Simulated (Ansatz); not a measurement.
# Surface energy of TaN(100) slab (48 atoms)

What is the surface energy of this cell, counted against the bulk crystal, and how far does it hang on functional and mesh?

Calculated with Ansatz 0.2.0: Kohn-Sham DFT, PBE, PAW (set soft_2), plane waves; cutoff 420 eV, fermi-dirac smearing of 0.1 eV.

**The cells**

The cell holds 48 atoms: 24 N and 24 Ta. Its edges and angles: a = 6.251 Å, b = 6.251 Å, c = 26.050 Å, α = 90.0°, β = 90.0°, γ = 90.0°. It derives from TaN. The starting structure: Slab of TaN cut on (1 0 0), 11.0 Å thick, 2 x 2 surface cells, both faces free, 15 Å of vacuum; not relaxed. Lattice constants are starting values near those of PBE. Vacuum lies along c.

The bulk reference is Ta4N4 in a cell of 8 atoms, 10.794 Å³ an atom.

The input of the single point on the relaxed cell:

```yaml
crystal:
  lattice:
    - [6.25082, 0.0, 0.0]
    - [0.0, 6.25082, 0.0]
    - [0.0, 0.0, 26.05]
  atoms:
    - { symbol: "N", position: [0.0, 1.0, 0.27632] }
    - { symbol: Ta, position: [0.25, 0.25, 0.29125] }
    - { symbol: Ta, position: [1.0, 1.0, 0.36553] }
    - { symbol: "N", position: [0.25, 0.25, 0.37423] }
    [... 42 atom lines left out ...]
    - { symbol: Ta, position: [0.5, 0.5, 0.70875] }
    - { symbol: "N", position: [0.75, 0.75, 0.72368] }
kpoints:
  mp_grid: { grid: [6, 6, 1] }
hamiltonian:
  xc: pbe
scf:
  occupations: { method: fermi_dirac, width: 0.1 }
output:
  forces: true
  populations: true
  dos:
    method: { smearing: { sigma: 0.08 } }
    de: 0.1
    projected: { site_lists: { "N": ["N"], Ta: [Ta] } }
  eigenvalues: true
  write_density: true
  write_potential: true
  volumetric_format: npy
```

```
         cell  formula                    k-mesh  relaxation steps  gain on relaxing (eV)  free energy, PBE (eV)  time of its runs on this page
TaN(100) slab  Ta24N24  6×6×1 (relaxed on 4×4×1)                 6                   4.45            -247626.826                           44 s
     bulk TaN    Ta4N4                  12×12×12                 1                      -             -41271.719                           18 s
```

**Surface energy**

The excess is the cell's free energy less 6 times that of the bulk cell. It is divided by twice the area, as the cell holds two faces, so the value is their mean, and they need not be alike (39.07 Å²), with 1 eV/Å² = 16.022 J/m².

```
           level  k-mesh  excess (eV)  surface energy (J/m²)  per area (meV/Å²)
             PBE   6×6×1        3.490                  0.715               44.7
PBE, denser mesh   7×7×1        3.486                  0.715               44.6
          PBEsol   6×6×1        5.946                  1.219               76.1
```

Worked for the first row at PBE: (-247626.826) − 6 × (-41271.719) = 3.490 eV (from unrounded energies).

Then 3.490 / (2 × 39.07) × 16.022 = 0.715 J/m².

**Neighbours**

Bonds by pair of elements; cutoffs follow the first minimum of g(r), held within bounds set by covalent radii, and pairs that aren't listed don't count as bonded:

| pair A-B | cutoff (Å) | bonds | mean length (Å) | spread (Å) | shortest (Å) | B about A | A about B |
| --- | --- | --- | --- | --- | --- | --- | --- |
| N-Ta | 2.82 | 136 | 2.24 | 0.033 | 2.16 | 5.67 | 5.67 |

How many atoms have how many bonded neighbours:

| element | mean | 5 | 6 |
| --- | --- | --- | --- |
| N | 5.67 | 8 | 16 |
| Ta | 5.67 | 8 | 16 |

**Findings**

At PBE the surface energy is 0.72 J/m². At the same geometries the levels give 0.72 (PBE) to 1.22 J/m² (PBEsol) and the denser mesh leaves it within 0.01 J/m². Relaxing the atoms lowered it by 0.912 J/m² from the start (on the 4×4×1 mesh of the relaxation), and the farthest atom moved 0.30 Å. By these cutoffs 8 of 24 N atoms differ from the commonest count of 6 and 8 of 24 Ta atoms differ from the commonest count of 6.

Limits: The cell edges were held, so the lattice is the typed one for every functional. Cell and bulk are sampled on unlike meshes, and the error grows with the number of atoms subtracted. These are free energies under a smearing of 0.1 eV, whose entropy term isn't removed. Spin–orbit coupling is left out, which matters for the levels of the heavy elements. In some runs the program notes that the exchange-correlation potential is rough where the density is thin.

[Logs are printed without paths, hosts, clocks, repeated set-up lines and the standing remarks that a program may print on its own settings, such as how far it seeks lower states.]

[Hosts, paths, dates, database ids (printed as entryN), source tags and the programs' standing remarks are cut or masked in the printed files.]
